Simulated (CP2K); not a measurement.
The C K edge of 2-chlorofuran was computed by TDDFT (CP2K XAS_TDP, aug-pc-1, TDA) at these levels: PBE, PBEh(45%) and PBEh(45%) + GW2X. The first three lines of C2 (bonded to C, Cl and O) with a strength over 0.0015, energy in eV and strength:

| run | first | second | third |
| --- | --- | --- | --- |
| 1 | 271.00 (0.023) | 271.80 (0.006) | 272.26 (0.014) |
| 2 | 288.60 (0.059) | 290.08 (0.048) | 292.11 (0.010) |
| 3 | 283.74 (0.060) | 285.22 (0.049) | 287.25 (0.010) |

**Question.** Which run is which?

Run 1: PBE (0 % exact exchange). Run 2: PBEh(45%) + GW2X (45 % exact exchange). Run 3: PBEh(45%) (45 % exact exchange). Self-interaction lifts the core level, so the uncorrected lines rise with the share of exact exchange. The GW2X run keeps the spacings of its parent: 1.48 eV between the first two lines in run 2, 1.48 eV in run 3. Its shift is +4.86 eV, since the Kohn–Sham level at this share of exchange lies that far above the quasiparticle level.

[Hosts, paths, dates, database ids (printed as entryN), source tags and the programs' standing remarks are cut or masked in the printed files.]
